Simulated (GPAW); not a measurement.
**Zr2NS2 MXene monolayer: work function by functional and basis**

Aim: the work function of both faces of Zr2NS2 MXene monolayer, and its spread over functionals and bases.

Main program and level: GPAW 26.7.0; GPAW, PAW setups; layer in a repeated cell with vacuum, relaxation of atoms and in-plane cell, in the first sound run; inputs show where later runs differ.

This is a report of a sequence of runs, with most program output left out.

**1. Set-up**

The cell holds 5 atoms: 2 S, 2 Zr and 1 N. Cell: a = 3.217 Å, b = 3.217 Å, c = 22.248 Å, α = 90.0°, β = 90.0°, γ = 120.0°. Vacuum lies along c.

**2. Relaxing the atoms**

The atoms are relaxed first, since the surface dipole, and with it the work function, follows the positions of the outer layers.

The input, run.py:

```python
import json
import numpy as np
from ase import Atoms
from ase.filters import FrechetCellFilter
from ase.optimize import BFGS
from gpaw import GPAW, PW

slab = Atoms(
    ['S', 'Zr', 'N', 'Zr', 'S'],
    positions=[
        [-0.00000, 1.85762, 8.00000],
        [1.60875, 0.92881, 9.85468],
        [0.00000, 0.00000, 11.12422],
        [-0.00000, 1.85762, 12.39376],
        [1.60875, 0.92881, 14.24845]],
    cell=[[3.2175, 0.0, 0.0], [-1.60875, 2.78644, 0.0], [0.0, 0.0, 22.2484]],
    pbc=[True, True, True])

slab.calc = GPAW(mode=PW(600), xc='PBE', kpts={'size': (12, 12, 1), 'gamma': True},
                 occupations={'name': 'fermi-dirac', 'width': 0.05}, nbands='160%',
                 convergence={'density': 1e-05}, maxiter=200,
                 symmetry={'tolerance': 1e-3}, txt='slab.txt')
result = {}
# The in-plane cell is free; stress needs a cell that repeats along all three vectors
path = []
opt = BFGS(FrechetCellFilter(slab, mask=[1, 1, 0, 0, 0, 1]), maxstep=0.2)
opt.attach(lambda: path.append((slab.get_potential_energy(), slab.positions.tolist(), slab.get_forces().tolist())))
result['relaxed'] = bool(opt.run(fmax=0.02, steps=45))
result['path'] = path
result['cell'] = slab.cell.tolist()
print('in-plane lattice', slab.cell.cellpar().round(4)[[0, 1, 5]])
energy = slab.get_potential_energy()
fermi = slab.calc.get_fermi_level()
v = slab.calc.get_electrostatic_potential().mean((0, 1)) - fermi
n = slab.calc.get_pseudo_density().mean((0, 1))
L = slab.cell[2, 2]
z = np.arange(len(v)) * L / len(v)
low, high = slab.positions[:, 2].min(), slab.positions[:, 2].max()
below, above = np.interp([low - 5.8, high + 5.8], z, v)
slopes = [np.interp(x, z, np.gradient(v, z)) for x in (low - 5.8, high + 5.8)]
eps = np.array([[slab.calc.get_eigenvalues(k, s) for k in range(len(slab.calc.get_ibz_k_points()))]
                for s in range(slab.calc.get_number_of_spins())]) - fermi
top, bottom = eps[eps < 0].max(), eps[eps > 0].min()
dipole = slab.get_dipole_moment()[2]
print(f'energy {energy:.4f} eV, Fermi level {fermi:.4f} eV, dipole {dipole:.5f} e A')
print(f'potential 5.8 A off the faces, from the Fermi level: lower {below:.4f} eV, upper {above:.4f} eV')
print(f'slope of the potential there: lower {slopes[0]:.5f}, upper {slopes[1]:.5f} eV/A')
print(f'nearest levels on the mesh: {top:.4f} and {bottom:.4f} eV')
print('magnetic moment', round(slab.get_magnetic_moment(), 3))
result.update(energy=energy, fermi=fermi, dipole=dipole, below=below, above=above, slopes=slopes, edges=[top, bottom],
              z=z.tolist(), v=v.tolist(), n=n.tolist(), positions=slab.positions.tolist(),
              forces=slab.get_forces(apply_constraint=False).tolist(), moments=slab.get_magnetic_moments().tolist())
json.dump(result, open('result.json', 'w'))
```

Run with:

```console
> OMP_NUM_THREADS=1 OPENBLAS_NUM_THREADS=1 python run.py
```

Wall time 9.9 min (1 thread of Intel Xeon Platinum 8488C (Sapphire Rapids), shared host); peak memory 0.68 GiB.

This step gave:

| Item | Value |
| --- | --- |
| dipole along the normal | 7.21e-4 e·Å |
| levels nearest the Fermi level on the mesh | -0.02138, 0.01601 eV from the Fermi level |

Electrostatic potential energy of an electron (without an applied field's), less the Fermi level, planar mean against z:

```
z (Å)  electrostatic potential energy of an electron (without an applied field's), less the Fermi level, planar mean (eV)
  0.0                                                                                                                5.77
  0.5                                                                                                                5.77
  1.0                                                                                                                5.77
  1.5                                                                                                                5.77
  2.0                                                                                                                5.77
  2.5                                                                                                                5.77
  3.0                                                                                                                5.77
  3.5                                                                                                                5.77
  4.0                                                                                                                5.77
  4.5                                                                                                                5.77
  5.0                                                                                                                5.77
  5.5                                                                                                                5.76
  6.0                                                                                                                5.74
  6.5                                                                                                                5.61
  7.0                                                                                                                4.96
  7.5                                                                                                                1.77
  8.0                                                                                                               -10.1
  8.5                                                                                                               -11.7
  9.0                                                                                                               -5.51
  9.5                                                                                                               -15.1
 10.0                                                                                                               -18.7
 10.5                                                                                                               -7.68
 11.0                                                                                                               -10.0
 11.5                                                                                                               -6.57
 12.0                                                                                                               -13.0
 12.5                                                                                                               -19.8
 13.0                                                                                                               -8.87
 13.5                                                                                                               -6.51
 14.0                                                                                                               -15.4
 14.5                                                                                                               -2.66
 15.0                                                                                                                3.95
 15.5                                                                                                                5.40
 16.0                                                                                                                5.69
 16.5                                                                                                                5.75
 17.0                                                                                                                5.76
 17.5                                                                                                                5.77
 18.0                                                                                                                5.77
 18.5                                                                                                                5.77
 19.0                                                                                                                5.77
 19.5                                                                                                                5.77
 20.0                                                                                                                5.77
 20.5                                                                                                                5.77
 21.0                                                                                                                5.77
 21.5                                                                                                                5.77
 22.0                                                                                                                5.77
```

The pseudo valence density, planar mean oscillates, so the rows of the table below give means over windows of 0.5 Å about each position, cut where the curve ends. Its maxima inside the range that stand out by 2 % of the span (Å: e/Å³): 8.65: 0.444, 9.89: 1.05, 11.12: 0.601, 12.36: 1.05, 13.60: 0.444. Its minima: 9.01: 0.411, 10.59: 0.472, 11.65: 0.472, 13.24: 0.411.

Table of pseudo valence density, planar mean by z; means over each step:

z (Å), pseudo valence density, planar mean (e/Å³) and a bar:
```
      5.0       0.00 
      5.5       0.00 
      6.0       0.00 
      6.5       0.01 
      7.0       0.05 ##
      7.5       0.20 ######
      8.0       0.36 ###########
      8.5       0.41 #############
      9.0       0.43 ##############
      9.5       0.74 ########################
     10.0       0.90 #############################
     10.5       0.52 ################
     11.0       0.58 ##################
     11.5       0.53 #################
     12.0       0.67 ######################
     12.5       0.94 ##############################
     13.0       0.52 #################
     13.5       0.43 ##############
     14.0       0.38 ############
     14.5       0.30 ##########
     15.0       0.11 ####
     15.5       0.02 #
     16.0       0.00 
     16.5       0.00 
     17.0       0.00 
     17.5       0.00
```

The relaxation lowered the energy of the cell by 1.07 eV (energies extrapolated to zero smearing; the optimiser's log prints free energies). The largest force left on a free atom is 0.0041 eV/Å.

**3. Plane waves, PBE**

With the geometry fixed, the planar mean of the potential gives the vacuum level on each side.

This step: GPAW, PAW setups; slab in vacuum (GPAW 26.7.0).

The cell differs from the one that the last finished run ended in (c 22.248 → 21.743 Å).

Edit run.py of step 2 so:

```diff
@@ -3,4 +3,2 @@
 from ase import Atoms
-from ase.filters import FrechetCellFilter
-from ase.optimize import BFGS
 from gpaw import GPAW, PW
@@ -10,23 +8,16 @@
     positions=[
-        [-0.00000, 1.85762, 8.00000],
-        [1.60875, 0.92881, 9.85468],
-        [0.00000, 0.00000, 11.12422],
-        [-0.00000, 1.85762, 12.39376],
-        [1.60875, 0.92881, 14.24845]],
-    cell=[[3.2175, 0.0, 0.0], [-1.60875, 2.78644, 0.0], [0.0, 0.0, 22.2484]],
-    pbc=[True, True, True])
+        [-0.00000, 1.97138, 8.00000],
+        [1.70727, 0.98569, 9.57806],
+        [-0.00000, 0.00000, 10.87164],
+        [0.00000, 1.97138, 12.16521],
+        [1.70727, 0.98569, 13.74328]],
+    cell=[[3.41454, -0.0, 0.0], [-1.70727, 2.95708, 0.0], [0.0, 0.0, 21.7433]],
+    pbc=[True, True, False])
 
-slab.calc = GPAW(mode=PW(600), xc='PBE', kpts={'size': (12, 12, 1), 'gamma': True},
+slab.calc = GPAW(mode=PW(500), xc='PBE', kpts={'size': (12, 12, 1), 'gamma': True},
                  occupations={'name': 'fermi-dirac', 'width': 0.05}, nbands='160%',
                  convergence={'density': 1e-05}, maxiter=200,
+                 poissonsolver={'dipolelayer': 'xy'},
                  symmetry={'tolerance': 1e-3}, txt='slab.txt')
 result = {}
-# The in-plane cell is free; stress needs a cell that repeats along all three vectors
-path = []
-opt = BFGS(FrechetCellFilter(slab, mask=[1, 1, 0, 0, 0, 1]), maxstep=0.2)
-opt.attach(lambda: path.append((slab.get_potential_energy(), slab.positions.tolist(), slab.get_forces().tolist())))
-result['relaxed'] = bool(opt.run(fmax=0.02, steps=45))
-result['path'] = path
-result['cell'] = slab.cell.tolist()
-print('in-plane lattice', slab.cell.cellpar().round(4)[[0, 1, 5]])
 energy = slab.get_potential_energy()
```

Wall time 56 s (1 thread); peak memory 0.27 GiB.

Numbers from this step:

```yaml
dipole_along_the_normal: -3.88e-4 e·Å
levels_nearest_the_fermi_level_on_the_mesh: -0.02381, 0.01697 eV from the Fermi level
upper_work_function: 5.774 eV
lower_work_function: 5.767 eV
```

The electrostatic potential energy of an electron (without an applied field's), less the Fermi level, planar mean oscillates, so the rows of the table below give means over windows of 1.72 Å about each position, cut where the curve ends. Its maxima inside the range that stand out by 2 % of the span (Å: eV): 8.7: -5.32, 10.4: -6.34, 11.3: -6.34, 13.0: -5.32. Its minima: 8.0: -15.4, 9.6: -20.3, 10.9: -11.3, 12.1: -20.2, 13.8: -15.4.

The electrostatic potential energy of an electron (without an applied field's), less the Fermi level, planar mean by z; means over each step:

```
z (Å)  electrostatic potential energy of an electron (without an applied field's), less the Fermi level, planar mean (eV)
 0.86                                                                                                                5.77
 2.58                                                                                                                5.77
 4.30                                                                                                                5.77
 6.02                                                                                                                5.54
 7.74                                                                                                               -5.86
 9.46                                                                                                               -12.8
11.18                                                                                                               -9.84
12.90                                                                                                               -12.0
14.62                                                                                                              -0.149
16.34                                                                                                                5.74
18.06                                                                                                                5.77
19.78                                                                                                                5.77
21.50                                                                                                                5.77
```

The pseudo valence density, planar mean oscillates, so the rows of the table below give means over windows of 1 Å about each position, cut where the curve ends. Its maxima inside the range that stand out by 2 % of the span (Å: e/Å³): 8.3: 0.445, 9.6: 1.06, 10.9: 0.598, 12.1: 1.06, 13.4: 0.445. Its minima: 8.7: 0.412, 10.3: 0.471, 11.4: 0.471, 13.0: 0.412.

Table of pseudo valence density, planar mean by z; means over each step:

z (Å), pseudo valence density, planar mean (e/Å³) and a bar:
```
        4       0.00 
        5       0.00 
        6       0.01 
        7       0.13 #####
        8       0.38 ##############
        9       0.59 ######################
       10       0.71 ##########################
       11       0.55 ####################
       12       0.81 ##############################
       13       0.47 #################
       14       0.34 #############
       15       0.07 ##
       16       0.00 
       17       0.00 
       18       0.00
```

The potential is flat to 3.4e-4 eV/Å where it is read, so the vacuum is wide enough.

**4. Self-consistent run: xc = "vdW-DF2"**

The same geometry under vdW-DF2, to see how far the functional moves the levels against the vacuum (the van der Waals functionals take revPBE setups).

Edit run.py of step 3 so:

```diff
@@ -16,3 +16,3 @@
 
-slab.calc = GPAW(mode=PW(500), xc='PBE', kpts={'size': (12, 12, 1), 'gamma': True},
+slab.calc = GPAW(mode=PW(500), xc='vdW-DF2', kpts={'size': (12, 12, 1), 'gamma': True},
                  occupations={'name': 'fermi-dirac', 'width': 0.05}, nbands='160%',
```

Run time: 72 s. Hardware: 1 thread; peak memory 0.48 GiB.

Numbers from this step:

```
levels nearest the Fermi level on the mesh : -0.007418, 0.01200 eV from the Fermi level
upper work function                        : 6.106 eV
lower work function                        : 6.099 eV
```

The electrostatic potential energy of an electron (without an applied field's), less the Fermi level, planar mean oscillates, so the rows of the table below give means over windows of 1.72 Å about each position, cut where the curve ends. Its maxima inside the range that stand out by 2 % of the span (Å: eV): 8.7: -5.48, 10.4: -6.54, 11.3: -6.54, 13.0: -5.47. Its minima: 8.0: -15.4, 9.6: -20.6, 10.9: -11.4, 12.1: -20.6, 13.8: -15.4.

The electrostatic potential energy of an electron (without an applied field's), less the Fermi level, planar mean by z; means over each step:

```
z (Å)  electrostatic potential energy of an electron (without an applied field's), less the Fermi level, planar mean (eV)
 0.86                                                                                                                6.10
 2.58                                                                                                                6.10
 4.30                                                                                                                6.10
 6.02                                                                                                                5.84
 7.74                                                                                                               -5.80
 9.46                                                                                                               -13.0
11.18                                                                                                               -10.1
12.90                                                                                                               -12.2
14.62                                                                                                              0.0243
16.34                                                                                                                6.07
18.06                                                                                                                6.11
19.78                                                                                                                6.11
21.50                                                                                                                6.11
```

The pseudo valence density, planar mean oscillates, so the rows of the table below give means over windows of 0.5 Å about each position, cut where the curve ends. Its maxima inside the range that stand out by 2 % of the span (Å: e/Å³): 8.33: 0.447, 9.60: 1.06, 10.87: 0.604, 12.14: 1.06, 13.41: 0.447. Its minima: 8.70: 0.411, 10.33: 0.470, 11.42: 0.470, 13.05: 0.411.

Pseudo valence density, planar mean against z; means over each step:

z (Å), pseudo valence density, planar mean (e/Å³) and a bar:
```
      4.5       0.00 
      5.0       0.00 
      5.5       0.00 
      6.0       0.01 
      6.5       0.03 #
      7.0       0.11 ###
      7.5       0.30 ##########
      8.0       0.38 ############
      8.5       0.43 ##############
      9.0       0.52 ################
      9.5       0.95 ##############################
     10.0       0.67 #####################
     10.5       0.53 #################
     11.0       0.58 ##################
     11.5       0.52 #################
     12.0       0.90 ############################
     12.5       0.74 #######################
     13.0       0.43 ##############
     13.5       0.42 #############
     14.0       0.35 ###########
     14.5       0.20 ######
     15.0       0.05 ##
     15.5       0.01 
     16.0       0.00 
     16.5       0.00 
     17.0       0.00 
     17.5       0.00
```

Force by atom:

```
atom  x (eV/Å)  y (eV/Å)  z (eV/Å)   size
  S1     0.000     0.000    -0.510  0.510
 Zr2     0.000     0.000    -0.322  0.322
  N3     0.000     0.000     0.000  0.000
 Zr4     0.000     0.000     0.322  0.322
  S5     0.000     0.000     0.510  0.510
```

The upper face's work function is 6.106 eV, against 5.774 eV in the first plane-wave PBE run at this geometry.

(Continued in part 2 of 2.)

[Logs are printed without paths, hosts, clocks, repeated set-up lines and the standing remarks that a program may print on its own settings, such as how far it seeks lower states.]

[Hosts, paths, dates, database ids (printed as entryN), source tags and the programs' standing remarks are cut or masked in the printed files.]
